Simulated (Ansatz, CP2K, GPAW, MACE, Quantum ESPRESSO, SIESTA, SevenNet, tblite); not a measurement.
## Running amorphous SnO2 (72 atoms) with Quantum ESPRESSO

Aim: run amorphous SnO2 (72 atoms) in Quantum ESPRESSO and see how near its forces come to a plane-wave reference, and at what cost.

Main program and level: Quantum ESPRESSO 7.5; the method is named at each step.

## Step 1: Set-up

The cell holds 72 atoms: 24 Sn and 48 O. Cell: a = 9.851 Å, b = 9.851 Å, c = 9.851 Å, α = 90.0°, β = 90.0°, γ = 90.0°. 72 atoms (24 Sn, 48 O) placed at random at 6.03 g/cm³, melted at 5000 K for 10 ps at fixed volume with the Morse and Coulomb pair potential with partial charges (Pedone, Malavasi, Menziani, Cormack and Segre, J. Phys. Chem. B 110, 11780 (2006)). Quenched from 5000 K to 300 K at 50 K/ps and fixed volume, held 10 ps at zero pressure, then minimised at fixed cell. Then every atom was moved at random, 0.02 Å r.m.s. a Cartesian component.

The yardstick, on the same geometry:

```
method                                           : Kohn-Sham DFT, PBE, PAW, plane waves (Ansatz 0.2.0); cutoff 420 eV, Γ point, fermi-dirac smearing of 0.05 eV; PAW set soft_2
r.m.s. force component                           : 0.6738 eV/Å
longest force                                    : 2.569 eV/Å
pressure                                         : 8.049 GPa
spacing of highest filled and lowest empty level : 0.335 eV
SCF cycles                                       : 11
time                                             : 14 s on 4 threads of Arm Neoverse V2, shared host
CPU time                                         : 49 s
```

## Step 2: PBE, sssp-1.3.0-efficiency, 60/480 Ry

Method: Kohn-Sham DFT, PBE, SSSP efficiency 1.3.0 pseudopotentials, plane waves.

Input file pw.in:

```
&control
  calculation = 'scf'
  pseudo_dir = './pseudo'
  outdir = './tmp'
  disk_io = 'none'
  tprnfor = .true.
  tstress = .true.
/
&system
  ibrav = 0
  nat = 72
  ntyp = 2
  ecutwfc = 60
  ecutrho = 480
  nosym = .true.
  occupations = 'smearing'
  smearing = 'fd'
  degauss = 0.003675
/
&electrons
  conv_thr = 3.6e-07
  electron_maxstep = 100
  mixing_beta = 0.4
  mixing_mode = 'plain'
  diagonalization = 'david'
/
ATOMIC_SPECIES
Sn 118.710 Sn.upf
O 15.999 O.upf
CELL_PARAMETERS angstrom
9.85089 0.00000 0.00000
0.00000 9.85089 0.00000
0.00000 0.00000 9.85089
ATOMIC_POSITIONS crystal
Sn 0.73259 0.67325 0.33158
Sn 0.04863 0.22003 0.43277
Sn 0.50783 0.17790 0.09886
Sn 0.77306 0.46387 0.57745
Sn 0.22183 0.69990 0.38967
Sn 0.49325 0.72237 0.59755
Sn 0.97942 0.20499 0.94457
Sn 0.20718 0.46886 0.75049
Sn 0.20774 0.03425 0.17557
Sn 0.58124 0.99520 0.47577
Sn 0.82896 0.02814 0.23825
Sn 0.98042 0.72669 0.12158
Sn 0.83415 0.54013 0.93790
Sn 0.99120 0.69445 0.63893
Sn 0.25552 0.80464 0.89303
Sn 0.36881 0.29595 0.43957
Sn 0.49872 0.85875 0.12731
Sn 0.20580 0.98354 0.59947
Sn 0.46783 0.54265 0.05903
Sn 0.11795 0.42367 0.18037
Sn 0.78801 0.92633 0.86995
Sn 0.81299 0.13958 0.62248
Sn 0.52413 0.38493 0.77588
Sn 0.75397 0.37205 0.20353
O 0.87478 0.54117 0.73942
O 0.57542 0.96607 0.27597
O 0.38134 0.01685 0.06696
O 0.36187 0.37378 0.63644
O 0.63928 0.92030 0.99705
O 0.36208 0.19474 0.24542
O 0.85533 0.74076 0.96285
O 0.70051 0.17430 0.17445
O 0.36596 0.47515 0.87806
O 0.89312 0.83833 0.72276
O 0.63179 0.52220 0.92562
O 0.39860 0.91405 0.54757
O 0.52691 0.19226 0.47289
O 0.08847 0.32608 0.81840
O 0.84332 0.34477 0.99911
O 0.85177 0.82259 0.24914
O 0.55838 0.38467 0.14332
O 0.66357 0.99726 0.66869
O 0.39474 0.74849 0.75818
O 0.03999 0.06244 0.28960
O 0.12669 0.85127 0.05540
O 0.86392 0.63570 0.48739
O 0.38316 0.63080 0.45944
O 0.51489 0.24348 0.91358
O 0.12863 0.81043 0.53052
O 0.23757 0.15011 0.49813
O 0.13347 0.22057 0.08723
O 0.69380 0.31316 0.68656
O 0.91007 0.03400 0.04815
O 0.13477 0.67060 0.80352
O 0.28029 0.86672 0.28556
O 0.78126 0.06717 0.43350
[... 12 atom lines left out ...]
O 0.62857 0.78852 0.47161
O 0.90106 0.31442 0.53701
O 0.38552 0.73193 0.02550
O 0.18453 0.36348 0.36839
K_POINTS gamma
```

Command:

```
OMP_NUM_THREADS=1 mpirun -np 4 pw.x -in pw.in > output.txt
```

The log of the run:

```text
Program PWSCF
     gamma-point specific algorithms are used
     one sub-group per band group will be used
     scalapack distributed-memory algorithm (size of sub-group:  2*  2 procs)
     Parallelization info
     sticks:   dense  smooth     PW     G-vecs:    dense   smooth      PW
     Min        3305    1652    411               286341   101315   12668
     Max        3308    1656    414               286344   101316   12678
     Sum       13229    6613   1649              1145373   405263   50685
     bravais-lattice index     =            0
     lattice parameter (alat)  =      18.6155  a.u.
     unit-cell volume          =    6450.9401 (a.u.)^3
     number of atoms/cell      =           72
     number of atomic types    =            2
     number of electrons       =       624.00
     number of Kohn-Sham states=          374
     kinetic-energy cutoff     =      60.0000  Ry
     charge density cutoff     =     480.0000  Ry
     scf convergence threshold =      3.6E-07
     mixing beta               =       0.4000
     number of iterations used =            8  plain     mixing
     Exchange-correlation= SLA  PW   PBX  PBC
                           (   1   4   3   4   0   0   0)
     crystal axes: (cart. coord. in units of alat)
               a(1) = (   1.000000   0.000000   0.000000 )
               a(2) = (   0.000000   1.000000   0.000000 )
               a(3) = (   0.000000   0.000000   1.000000 )
     reciprocal axes: (cart. coord. in units 2 pi/alat)
               b(1) = (  1.000000  0.000000  0.000000 )
               b(2) = (  0.000000  1.000000  0.000000 )
               b(3) = (  0.000000  0.000000  1.000000 )
     PseudoPot. # 1 for Sn:
     Pseudo is Ultrasoft + core correction, Zval = 14.0
     PseudoPot. # 2 for O :
     Pseudo is Projector augmented-wave + core cor, Zval =  6.0
     atomic species   valence    mass     pseudopotential
     Sn               14.00   118.71000     Sn( 1.00)
     O                 6.00    15.99900     O ( 1.00)
     No symmetry found
   Cartesian axes
     number of k points=     1  Fermi-Dirac smearing, width (Ry)=  0.0037
                       cart. coord. in units 2pi/alat
        k(    1) = (   0.0000000   0.0000000   0.0000000), wk =   2.0000000
     Dense  grid:   572687 G-vectors     FFT dimensions: ( 135, 135, 135)
     Smooth grid:   202632 G-vectors     FFT dimensions: (  96,  96,  96)
     Initial potential from superposition of free atoms
     starting charge     599.9988, renormalised to     624.0000
     Starting wfcs are  408 randomized atomic wfcs
     Self-consistent Calculation
     iteration #  1     ecut=    60.00 Ry     beta= 0.40
     total energy              =   -5912.97198332 Ry
     estimated scf accuracy    <      22.03846275 Ry
     iteration #  2     ecut=    60.00 Ry     beta= 0.40
     total energy              =   -5917.68396996 Ry
     estimated scf accuracy    <       1.95512505 Ry
     iteration #  3     ecut=    60.00 Ry     beta= 0.40
     total energy              =   -5917.72601195 Ry
     estimated scf accuracy    <       0.47283128 Ry
     iteration #  4     ecut=    60.00 Ry     beta= 0.40
     total energy              =   -5917.52265585 Ry
     estimated scf accuracy    <       1.52558300 Ry
     iteration #  5     ecut=    60.00 Ry     beta= 0.40
     total energy              =   -5917.78386806 Ry
     estimated scf accuracy    <       0.22922089 Ry
     iteration #  6     ecut=    60.00 Ry     beta= 0.40
     total energy              =   -5917.78848988 Ry
     estimated scf accuracy    <       0.09724159 Ry
[...]
c_bands:  1 eigenvalues not converged
[...]
c_bands:  1 eigenvalues not converged
[...]
total energy              =   -5917.78437741 Ry
[...]
iteration # 13     ecut=    60.00 Ry     beta= 0.40
     total energy              =   -5917.78437539 Ry
     estimated scf accuracy    <       0.00001076 Ry
     iteration # 14     ecut=    60.00 Ry     beta= 0.40
     total energy              =   -5917.78437775 Ry
     estimated scf accuracy    <       0.00000276 Ry
     iteration # 15     ecut=    60.00 Ry     beta= 0.40
     End of self-consistent calculation
          k = 0.0000 0.0000 0.0000 ( 25343 PWs)   bands (ev):
   -13.5603 -13.4670 -13.4030 -13.3447 -13.3173 -13.2893 -13.2472 -13.2131
   -13.1277 -13.1055 -13.0864 -13.0580 -13.0285 -12.9935 -12.9614 -12.9440
   -12.9232 -12.8850 -12.8714 -12.8649 -12.8468 -12.8192 -12.7967 -12.7848
   -12.7630 -12.7403 -12.7237 -12.7167 -12.7132 -12.7102 -12.6853 -12.6777
   -12.6593 -12.6291 -12.6283 -12.6156 -12.6010 -12.5923 -12.5773 -12.5612
   -12.5533 -12.5446 -12.5325 -12.5023 -12.4983 -12.4886 -12.4832 -12.4718
[...]
15.2745  15.3428  15.4024  15.5994  15.7140  15.7166  15.7970  15.9177
    15.9864  16.0258  16.0788  16.1051  16.2408  16.3261  16.4243  16.5455
    16.6113  16.6420  16.8041  16.9009  16.9421  17.0667  17.1434  17.1957
    17.2722  17.3138  17.3671  17.4216  17.4370  17.6495
     the Fermi energy is     8.4438 ev
!    total energy              =   -5917.78437790 Ry
     estimated scf accuracy    <       0.00000018 Ry
     smearing contrib. (-TS)   =      -0.00285862 Ry
     internal energy E=F+TS    =   -5917.78151928 Ry
     The total energy is F=E-TS. E is the sum of the following terms:
     one-electron contribution =   -2129.82561578 Ry
     hartree contribution      =    1529.52382933 Ry
     xc contribution           =   -1505.89754332 Ry
     ewald contribution        =   -3354.84928241 Ry
     one-center paw contrib.   =    -456.73290709 Ry
     convergence has been achieved in  15 iterations
     Forces acting on atoms (cartesian axes, Ry/au):
     atom    1 type  1   force =    -0.03484866   -0.02759086    0.00830711
     atom    2 type  1   force =    -0.00666076   -0.00007120   -0.02003566
     atom    3 type  1   force =    -0.01116461    0.06141228    0.01401914
     atom    4 type  1   force =    -0.01531010    0.05728314   -0.01391045
     atom    5 type  1   force =     0.00165717    0.02640246   -0.01140296
     atom    6 type  1   force =    -0.03887200   -0.03157029    0.02458968
[...]
atom   70 type  2   force =     0.02468645   -0.04354524    0.00321300
     atom   71 type  2   force =    -0.00208150   -0.01871300    0.00042582
     atom   72 type  2   force =    -0.00176389    0.01666848    0.02028878
     Total force =     0.392151     Total SCF correction =     0.001377
     Computing stress (Cartesian axis) and pressure
          total   stress  (Ry/bohr**3)                   (kbar)     P=       85.06
   0.00051707   0.00001731   0.00002983           76.06        2.55        4.39
   0.00001731   0.00056004  -0.00003927            2.55       82.38       -5.78
   0.00002983  -0.00003927   0.00065750            4.39       -5.78       96.72
     Message from routine punch:
     Nothing written, as per user request (disk_io='none')
```

Elapsed: 2.3 min, on 4 MPI ranks of Arm Neoverse V2, shared host; peak memory 3 GiB.

Banners, paths, timers and routine set-up lines are dropped from the logs unmarked, and long logs keep their key lines alone; longer cuts are marked.

Against the reference:

| Property | Result |
| --- | --- |
| r.m.s. force component | 0.686 eV/Å |
| r.m.s. difference of force components | 22.49 meV/Å |
| longest difference of force vectors | 95.22 meV/Å |
| force difference over r.m.s. force | 3.338 % |
| slope of forces against the reference's | 1.018 |
| correlation of force components | 0.9996 |
| pressure | 8.505 GPa |
| pressure difference | 0.4562 GPa |

Length of the force difference by element (eV/Å):

| element | atoms | mean | most |
| --- | --- | --- | --- |
| O | 48 | 0.036 | 0.095 |
| Sn | 24 | 0.029 | 0.093 |

Local excerpt of 9 atoms (numbers count through the whole input) about Sn7, which bears the longest force; x, y, z are measured from there.

| atom | x | y | z | distance (Å) | bonds | Fx | Fy | Fz (eV/Å) |
| --- | --- | --- | --- | --- | --- | --- | --- | --- |
| Sn7 | 0.00 | 0.00 | 0.00 | 0.00 | 5 | 1.99 | 1.29 | 1.04 |
| O57 | -1.11 | -0.93 | -1.27 | 1.93 | 3 | -0.80 | -0.33 | -0.76 |
| O39 | -1.34 | 1.38 | 0.54 | 2.00 | 3 | -0.73 | -0.18 | 0.35 |
| O38 | 1.07 | 1.19 | -1.24 | 2.03 | 2 | -0.56 | -0.75 | -0.08 |
| O51 | 1.52 | 0.15 | 1.41 | 2.07 | 3 | 0.27 | -0.16 | -0.81 |
| O53 | -0.68 | -1.68 | 1.02 | 2.08 | 3 | -0.42 | -0.90 | -0.24 |
| O59 | -0.32 | 1.20 | 3.10 | 3.34 | 3 | 0.34 | -0.46 | 0.80 |
| Sn21 | -1.89 | -2.75 | -0.74 | 3.41 | 6 | 0.70 | -0.91 | -0.21 |
| O62 | 0.54 | 3.30 | 0.84 | 3.45 | 3 | -0.05 | 0.38 | -0.61 |

Forces lie 3.3 % from the reference's, at 11 times its CPU time.

## Step 3: What came out

- force difference from the reference: QE PBE, sssp-1.3.0-efficiency, 60/480 Ry, 3.3 %
- its CPU time: 9.4 min

PBE on plane waves or a grid with other potentials, cutoffs or grids differs from the reference by 3.3 % (QE PBE, sssp-1.3.0-efficiency, 60/480 Ry) of the r.m.s. force; this holds the reference's own error, so differences of a few per cent don't tell which side is nearer the exact PBE result (QE's 60 Ry are 816 eV, against the reference's 420 eV). The quench rate of 50 K/ps is many orders above laboratory rates, so the cell is likely richer in defects and strain than a real sample. The network of bonds at the start is that of the classical potential that made the cell, and needn't be the one that DFT or experiment would give. The electronic-structure runs sample only Γ, in a cell whose shortest periodic width is 10 Å.

[Also dropped from logs without a mark: logging warnings of Python, and SIESTA's first energy breakdown and zero terms.]

[Logs are printed without paths, hosts, clocks, repeated set-up lines and the standing remarks that a program may print on its own settings, such as how far it seeks lower states.]

[Hosts, paths, dates, database ids (printed as entryN), source tags and the programs' standing remarks are cut or masked in the printed files.]
